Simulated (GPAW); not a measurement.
# Ballistic transport through 1,4-diisocyanobenzene between two Au chains, cheap and dear, part 2 of 3

How well does 1,4-diisocyanobenzene between two Au chains conduct at low bias, and how far do basis and functional move the answer?

GPAW 26.7.0; GPAW LCAO, PAW setups; Landauer transmission from Green's functions with principal layers (ASE), zero bias.

So far, transmission at the Fermi level (one spin): step 2 (double-zeta polarised basis) 1.6e-7; step 3 (basis szp(dzp)) 9.9e-8.

## Step 4: Minimal basis

One function for each valence shell of the setup, as for a first survey of a large system.

run.py

```python
import json
import numpy as np
from ase import Atoms
from ase.transport.calculators import TransportCalculator
from gpaw import GPAW, FermiDirac
from gpaw.lcao.tools import get_lcao_hamiltonian
from scipy.linalg import eigh

# The junction with lead layers at both ends, along the third cell vector
device = Atoms(
    ['Au', 'Au', 'Au', 'Au', 'Au', 'C', 'N', 'C', 'H', 'H', 'C', 'C', 'C', 'C', 'H', 'H', 'C', 'N', 'C', 'Au', 'Au', 'Au', 'Au', 'Au'],
    positions=[
        [5.40801, 4.50000, 1.30000],
        [5.40801, 4.50000, 3.90000],
        [5.40801, 4.50000, 6.50000],
        [5.40801, 4.50000, 9.10000],
        [5.40801, 4.50000, 11.70000],
        [5.40801, 4.50000, 13.76000],
        [5.40801, 4.50000, 14.93178],
        [5.40801, 4.50000, 16.32006],
        [3.25000, 4.49999, 16.45143],
        [7.56602, 4.50001, 16.45143],
        [6.62769, 4.50000, 17.00032],
        [4.18833, 4.50000, 17.00032],
        [6.62769, 4.49999, 18.39540],
        [4.18833, 4.50000, 18.39540],
        [7.56601, 4.50000, 18.94430],
        [3.25001, 4.50000, 18.94430],
        [5.40801, 4.50000, 19.07567],
        [5.40801, 4.50000, 20.46394],
        [5.40801, 4.50000, 21.63572],
        [5.40801, 4.50000, 23.69572],
        [5.40801, 4.50000, 26.29572],
        [5.40801, 4.50000, 28.89572],
        [5.40801, 4.50000, 31.49572],
        [5.40801, 4.50000, 34.09572]],
    cell=[[10.81602, 0.0, 0.0], [0.0, 9.0, 0.0], [0.0, 0.0, 35.39572]],
    pbc=True)

# One principal layer of the lead: the first 3 atoms of the device
lead = Atoms(
    ['Au', 'Au', 'Au'],
    positions=[
        [5.40801, 4.50000, 1.30000],
        [5.40801, 4.50000, 3.90000],
        [5.40801, 4.50000, 6.50000]],
    cell=[[10.81602, 0.0, 0.0], [0.0, 9.0, 0.0], [0.0, 0.0, 7.8]],
    pbc=True)

settings = dict(mode='lcao', basis='sz(dzp)', xc='PBE', h=0.18,
                occupations=FermiDirac(0.1), maxiter=250,
                mixer=dict(beta=0.1, nmaxold=8, weight=100.0),
                convergence=dict(density=0.0001))
energies = np.arange(-2, 2 + 1e-9, 0.05)
eta = 0.0001
n1, n2 = 1, 1
# k and -k transmit alike, so half of the mesh across the current serves
mesh = [(i, j) for i in range(n1) for j in range(n2) if (i, j) <= (-i % n1, -j % n2)]
weights = np.array([1 if (i, j) == (-i % n1, -j % n2) else 2 for i, j in mesh]) / (n1 * n2)


def ground_state(atoms, size, txt):
    atoms.calc = GPAW(kpts={'size': size, 'gamma': True}, symmetry={'tolerance': 1e-3}, txt=txt, **settings)
    atoms.get_potential_energy()
    return atoms.calc.get_fermi_level()


def blocks(atoms, fermi, points, nz, cells):
    """H - E_F S and S between cell 0 and the cells above it, at each point across the current."""
    kz = np.arange(nz) / nz
    calc = atoms.calc.fixed_density(kpts=[(*k, z) for k in points for z in kz], symmetry='off', txt=None)
    H, S = get_lcao_hamiltonian(calc)
    H = (H - fermi * S).reshape(len(H), len(points), nz, *S.shape[1:])
    S = S.reshape(H.shape[1:])
    phases = [np.exp(-2j * np.pi * kz * R) / nz for R in cells]
    return [(np.einsum('skzij,z->ksij', H, p), np.einsum('kzij,z->kij', S, p)) for p in phases]


def pair(a, b):
    return np.block([[a, b], [b.T.conj(), a]])


def count_channels(h, s, cells, nk=240):
    """Half the number of times that the lead's bands cross each energy, unfolded to its shortest repeat."""
    b = len(h) // cells
    bands = []
    for k in (np.arange(nk + 1) + 0.5) / nk:
        hk, sk = h[:b, :b].copy(), s[:b, :b].copy()
        for R in range(1, cells):
            phase, block = np.exp(2j * np.pi * k * R), slice(R * b, (R + 1) * b)
            hk += h[:b, block] * phase + (h[:b, block] * phase).T.conj()
            sk += s[:b, block] * phase + (s[:b, block] * phase).T.conj()
        w, u = eigh(sk)
        x = u[:, w > 1e-5] / w[w > 1e-5]**0.5  # drop near-dependent combinations
        bands.append(np.r_[eigh(x.T.conj() @ hk @ x, eigvals_only=True), [1e9] * (w <= 1e-5).sum()])
    below = np.array(bands)[:, :, None] < energies
    return (below[1:] != below[:-1]).sum((0, 1)) / 2


fermi_lead = ground_state(lead, (1, 1, 15), 'lead.txt')
fermi_device = ground_state(device, (1, 1, 2), 'device.txt')
T, channels, eigen, tail, misfit, shifts = [], [], [], 0.0, 0.0, []
for first in range(0, len(mesh), 192):
    points = [(i / n1, j / n2) for i, j in mesh[first:first + 192]]
    (H0k, S0k), (H1k, S1k), (H2k, _) = blocks(lead, fermi_lead, points, 5, range(3))
    [(Hk, Sk)] = blocks(device, fermi_device, points, 2, [0])
    tail = max(tail, abs(H2k).max())
    for H0, S0, H1, S1, H, S in zip(H0k, S0k, H1k, S1k, Hk, Sk):
        n = len(S0)
        # Shift the lead onto the potential of the device's first layer
        shift = ((H[:, 0, 0] - H0[:, 0, 0]) / S0[0, 0]).real.mean()
        shifts.append(shift)
        misfit = max(misfit, abs(H[:, :n, :n] - H0 - shift * S0).max())
        Tk, Ck, Ek = [], [], []
        for s in range(len(H)):
            t = s % len(H0)  # a lead without moments serves both spins
            h1, s1 = pair(H0[t] + shift * S0, H1[t] + shift * S1), pair(S0, S1)
            leads = dict(h1=h1, s1=s1, energies=energies, eta=eta, eta1=eta, eta2=eta)
            calc = TransportCalculator(h=H[s], s=S, eigenchannels=3, **leads)
            Tk.append(calc.get_transmission())
            Ek.append(np.sort(calc.eigenchannels_ne, axis=0)[::-1])
            Ck.append(count_channels(h1, s1, 6))
        T.append(Tk)
        channels.append(Ck)
        eigen.append(Ek)
T, channels = np.array(T), np.array(channels)
mean, open_channels = np.einsum('kse,k->se', T, weights), np.einsum('kse,k->se', channels, weights)

print(f'basis functions: device {len(S)}, principal layer {n}')
print(f'Fermi level: lead {fermi_lead:.4f} eV, device {fermi_device:.4f} eV; lead shifted by {np.mean(shifts):.4f} eV')
print(f'largest coupling past the next layer {tail:.2e} eV, largest misfit of the first layer {misfit:.3f} eV')
print('  E-E_F (eV)   ' + 'T (one spin)  channels')
for e, t, c in zip(energies, mean.T, open_channels.T):
    print(f'{e:10.3f}  ', *[f'{x:11.4e}' for x in t], *[f'{x:9.4f}' for x in c])

kT = 8.617333e-5 * 77
fine = np.linspace(energies[0], energies[-1], 4001)
both = np.exp(np.interp(fine, energies, np.log(np.maximum(mean.sum(0) * 2 / len(mean), 1e-30))))
fermi = lambda mu: 1 / (1 + np.exp(np.clip((fine - mu) / kT, -200, 200)))
slope = fermi(0) * (1 - fermi(0)) / kT
G = np.trapezoid(both * slope, fine) / 2
seebeck = -np.trapezoid(both * slope * fine, fine) / (2 * G * 77) * 1e6
print(f'conductance at 77 K: {G:.5g} G0 a cell; thermopower {seebeck:.4g} uV/K')
bias = [0.1, 0.2, 0.5, 1.0, 1.5, 2.0]
current = [38.74 * np.trapezoid(both * (fermi(V / 2) - fermi(-V / 2)), fine) for V in bias]
for V, I in zip(bias, current):
    print(f'current from the zero-bias T(E) at {V} V: {I:.5g} uA')
zero = abs(energies).argmin()
json.dump(dict(energies=energies.tolist(), T=mean.tolist(), channels=open_channels.tolist(), G=G, seebeck=seebeck,
               bias=bias, current=current, tail=tail, misfit=misfit, shift=np.mean(shifts), n_device=len(S), n_lead=n,
               fermi=[fermi_lead, fermi_device], energy=device.get_potential_energy(),
               moments=device.get_magnetic_moments().tolist(), mesh=mesh, weights=weights.tolist(),
               T_k=T[:, :, zero].tolist(), eigen=np.array(eigen[0]).tolist()), open('result.json', 'w'))
```

Run with:

```console
OMP_NUM_THREADS=1 OPENBLAS_NUM_THREADS=1 python run.py
```

Output:

```text
basis functions: device 104, principal layer 18
Fermi level: lead -4.6158 eV, device -4.1999 eV; lead shifted by -0.0377 eV
largest coupling past the next layer 2.47e-07 eV, largest misfit of the first layer 0.080 eV
  E-E_F (eV)   T (one spin)  [channel counts left out]
    -2.000    2.3588e-03
    -1.950    2.3370e-03
    -1.900    2.3247e-03
[...]
1.950    5.1897e-06
     2.000    5.7542e-06
conductance at 77 K: 2.1817e-09 G0 a cell; thermopower 102 uV/K
current from the zero-bias T(E) at 0.1 V: 3.9672e-08 uA
current from the zero-bias T(E) at 0.2 V: 2.908e-05 uA
current from the zero-bias T(E) at 0.5 V: 0.2741 uA
current from the zero-bias T(E) at 1.0 V: 0.56474 uA
current from the zero-bias T(E) at 1.5 V: 0.74316 uA
current from the zero-bias T(E) at 2.0 V: 0.8635 uA
```

Elapsed: 72 s, on 1 thread of Intel Xeon Platinum 8488C (Sapphire Rapids), shared host; peak memory 1.7 GiB.

Numbers from this step:

```
conductance                                 : 2.18e-9 G₀
largest misfit of the first principal layer : 0.08015 eV
shift that aligns the lead                  : -0.03769 eV
basis functions of the junction             : 104
basis functions of a principal layer        : 18
transmission at the Fermi level (one spin)  : 2.35e-9
```

One spin. Transmission, zone mean against energy, zero at the Fermi level:

```csv
energy (eV),"transmission, zone mean"
-2.00,0.00236
-1.85,0.00232
-1.70,0.00237
-1.60,0.00246
-1.45,0.00271
-1.30,0.00314
-1.15,0.00385
-1.05,0.00454
-0.90,0.00590
-0.75,0.00762
-0.60,0.00950
-0.50,0.0110
-0.35,0.0151
-0.20,0.0319
-0.15,0.0500
-0.05,1.0e-8
0.00,2.3e-9
0.05,1.6e-11
0.20,1.4e-8
0.35,5.2e-8
0.50,1.1e-7
0.60,1.7e-7
0.75,2.9e-7
0.90,4.6e-7
1.05,6.9e-7
1.15,8.9e-7
1.30,1.3e-6
1.45,1.8e-6
1.60,2.5e-6
1.70,3.1e-6
1.85,4.2e-6
2.00,5.8e-6
```

The conductance, 2.2e-9 G₀, lies a factor of 75 below that of the dzp run. One computed point stands apart from its neighbours (T = 1.6e-11 at 0.05 eV, between 2.3e-9 and 1.6e-9), which enters the thermal average.

## Step 5: LDA in the dzp basis: xc = "LDA"

Back in the dzp basis, the functional changes from PBE to LDA, to set the spread between functionals beside that between bases.

run.py: that of step 4 with these lines changed.

```diff
@@ -49,3 +49,3 @@
 
-settings = dict(mode='lcao', basis='sz(dzp)', xc='PBE', h=0.18,
+settings = dict(mode='lcao', basis='dzp', xc='LDA', h=0.18,
                 occupations=FermiDirac(0.1), maxiter=250,
```

Output:

```text
basis functions: device 300, principal layer 45
Fermi level: lead -5.2001 eV, device -4.1669 eV; lead shifted by -0.0172 eV
largest coupling past the next layer 2.28e-07 eV, largest misfit of the first layer 0.087 eV
  E-E_F (eV)   T (one spin)  channels
    -2.000    4.7101e-03    3.0000
    -1.950    4.4203e-03    3.0000
    -1.900    4.1858e-03    3.0000
[...]
1.950    4.2953e-06    1.0000
     2.000    4.8460e-06    1.0000
conductance at 77 K: 2.1512e-07 G0 a cell; thermopower 9.465 uV/K
current from the zero-bias T(E) at 0.1 V: 1.6904e-06 uA
current from the zero-bias T(E) at 0.2 V: 1.1338e-05 uA
current from the zero-bias T(E) at 0.5 V: 0.057106 uA
current from the zero-bias T(E) at 1.0 V: 0.16838 uA
current from the zero-bias T(E) at 1.5 V: 0.26919 uA
current from the zero-bias T(E) at 2.0 V: 0.36744 uA
```

The job ended after 71 s (1 thread; peak memory 1.8 GiB).

Numbers from this step:

| Quantity | Value |
| --- | --- |
| conductance | 2.15e-7 G₀ |
| thermopower | 9.465 μV/K |
| largest coupling past the next principal layer | 2.28e-7 eV |
| largest misfit of the first principal layer | 0.08651 eV |
| shift that aligns the lead | -0.01722 eV |
| basis functions of the junction | 300 |
| basis functions of a principal layer | 45 |
| transmission at the Fermi level (one spin) | 2.15e-7 |
| open channels of the lead at the Fermi level (one spin) | 1 |

One spin. Transmission, zone mean against energy, zero at the Fermi level:

```csv
energy (eV),"transmission, zone mean"
-2.000,0.00471
-1.800,0.00386
-1.600,0.00366
-1.400,0.00389
-1.200,0.00439
-1.000,0.00491
-0.800,0.00515
-0.600,0.00520
-0.400,0.00552
-0.200,0.00716
0.000,2.1e-7
0.200,6.8e-8
0.400,7.3e-9
0.600,8.1e-9
0.800,7.8e-8
1.000,2.4e-7
1.200,5.3e-7
1.400,1.0e-6
1.600,1.8e-6
1.800,3.0e-6
2.000,4.8e-6
```

The conductance, 2.2e-7 G₀, lies 31 % above that of the dzp run.

## Step 6: The ladder

Times are for 1 thread of Intel Xeon Platinum 8488C (Sapphire Rapids), shared host. Results by setting:

```csv
no.,run,conductance (G₀),time,memory (GiB)
1,dzp,1.64e-7,93 s,1.8
2,szp,1.01e-7,80 s,1.8
3,sz,2.18e-9,72 s,1.7
4,dzp LDA,2.15e-7,71 s,1.8
```

## Step 7: Comparison

The curves are compared point by point over the common energies.

This step: comparison of transmission and cost over codes and levels (GPAW 26.7.0).

Ladder, by row:

```
   step  code  T at the Fermi level (sum over the listed spins)  conductance (G0)  r.m.s. T(E) from the first  wall time (s)  peak memory (GiB)  threads
    dzp  GPAW                                           1.64e-7           1.64e-7                           0          93.05               1.78        1
    szp  GPAW                                           9.93e-8           1.01e-7                    0.003823          79.99               1.75        1
     sz  GPAW                                           2.35e-9           2.18e-9                    0.006506          71.93               1.68        1
dzp-LDA  GPAW                                           2.15e-7           2.15e-7                     3.74e-4          70.61               1.78        1
```

The transmission, zone mean, sum over the listed spins by energy, zero at the Fermi level:

```csv
energy (eV),dzp,szp,sz,dzp-LDA
-2.0000,0.00406,0.00210,0.00236,0.00471
-1.7500,0.00331,0.00195,0.00235,0.00376
-1.5000,0.00343,0.00226,0.00261,0.00373
-1.2500,0.00412,0.00313,0.00334,0.00425
-1.0000,0.00489,0.00472,0.00495,0.00491
-0.9500,0.00502,0.00514,0.00542,0.00504
-0.7500,0.00487,0.00682,0.00762,0.00518
-0.5000,0.00443,0.00958,0.0110,0.00527
-0.2500,0.00569,0.0182,0.0228,0.00660
-0.2000,0.00658,0.0223,0.0319,0.00716
-0.1500,0.00605,0.0261,0.0500,0.00711
0.0000,1.6e-7,9.9e-8,2.3e-9,2.1e-7
0.2500,1.7e-8,3.1e-7,2.4e-8,4.7e-8
0.5000,1.4e-8,6.3e-7,1.1e-7,1.7e-12
0.7500,1.5e-7,1.1e-6,2.9e-7,5.3e-8
1.0000,4.9e-7,2.0e-6,6.1e-7,2.4e-7
1.2500,1.2e-6,3.2e-6,1.1e-6,6.3e-7
1.5000,2.4e-6,5.3e-6,2.0e-6,1.3e-6
1.7500,4.5e-6,8.5e-6,3.4e-6,2.6e-6
2.0000,8.4e-6,1.4e-5,5.8e-6,4.8e-6
```

## Step 8: Temperature 30, functional RPBE

Temperature enters only through the Fermi window. The functional moves levels against the Fermi level.

This step: GPAW LCAO, PAW setups; Landauer transmission from Green's functions with principal layers (ASE), zero bias (GPAW 26.7.0).

run.py: that of step 5 with these lines changed.

```diff
@@ -49,3 +49,3 @@
 
-settings = dict(mode='lcao', basis='dzp', xc='LDA', h=0.18,
+settings = dict(mode='lcao', basis='dzp', xc='RPBE', h=0.18,
                 occupations=FermiDirac(0.1), maxiter=250,
@@ -135,3 +135,3 @@
 
-kT = 8.617333e-5 * 77
+kT = 8.617333e-5 * 30
 fine = np.linspace(energies[0], energies[-1], 4001)
@@ -141,4 +141,4 @@
 G = np.trapezoid(both * slope, fine) / 2
-seebeck = -np.trapezoid(both * slope * fine, fine) / (2 * G * 77) * 1e6
-print(f'conductance at 77 K: {G:.5g} G0 a cell; thermopower {seebeck:.4g} uV/K')
+seebeck = -np.trapezoid(both * slope * fine, fine) / (2 * G * 30) * 1e6
+print(f'conductance at 30 K: {G:.5g} G0 a cell; thermopower {seebeck:.4g} uV/K')
 bias = [0.1, 0.2, 0.5, 1.0, 1.5, 2.0]
```

Output:

```text
basis functions: device 300, principal layer 45
Fermi level: lead -4.7028 eV, device -3.6815 eV; lead shifted by -0.0336 eV
largest coupling past the next layer 2.64e-07 eV, largest misfit of the first layer 0.091 eV
  E-E_F (eV)   T (one spin)  channels
    -2.000    3.7109e-03    3.0000
    -1.950    3.4940e-03    3.0000
    -1.900    3.3283e-03    3.0000
    -1.850    3.2072e-03    3.0000
    -1.800    3.1249e-03    3.0000
    -1.750    3.0772e-03    3.0000
    -1.700    3.0608e-03    3.0000
    -1.650    3.0733e-03    3.0000
    -1.600    3.1127e-03    3.0000
    -1.550    3.1778e-03    3.0000
    -1.500    3.2674e-03    3.0000
    -1.450    3.3803e-03    3.0000
    -1.400    3.5149e-03    3.0000
    -1.350    3.6687e-03    5.0000
    -1.300    3.8385e-03    5.0000
    -1.250    4.0192e-03    5.0000
[...]
1.650    4.5132e-06    1.0000
     1.700    5.1271e-06    1.0000
     1.750    5.8177e-06    1.0000
     1.800    6.5951e-06    1.0000
     1.850    7.4707e-06    1.0000
     1.900    8.4577e-06    1.0000
     1.950    9.5710e-06    1.0000
     2.000    1.0828e-05    1.0000
conductance at 30 K: 1.3464e-07 G0 a cell; thermopower 5.207 uV/K
current from the zero-bias T(E) at 0.1 V: 1.0566e-06 uA
current from the zero-bias T(E) at 0.2 V: 2.2487e-06 uA
current from the zero-bias T(E) at 0.5 V: 0.040999 uA
current from the zero-bias T(E) at 1.0 V: 0.12493 uA
current from the zero-bias T(E) at 1.5 V: 0.20791 uA
current from the zero-bias T(E) at 2.0 V: 0.30104 uA
```

It took 85 s on 1 thread; peak memory 1.8 GiB.

This step gave:

* conductance: 1.35e-7 G₀
* thermopower: 5.207 μV/K
* largest coupling past the next principal layer: 2.64e-7 eV
* largest misfit of the first principal layer: 0.09101 eV
* shift that aligns the lead: -0.03364 eV
* transmission at the Fermi level (one spin): 1.35e-7

(Part 2 of 3 ends here.)

[Logs are printed without paths, hosts, clocks, repeated set-up lines and the standing remarks that a program may print on its own settings, such as how far it seeks lower states.]

[Hosts, paths, dates, database ids (printed as entryN), source tags and the programs' standing remarks are cut or masked in the printed files.]
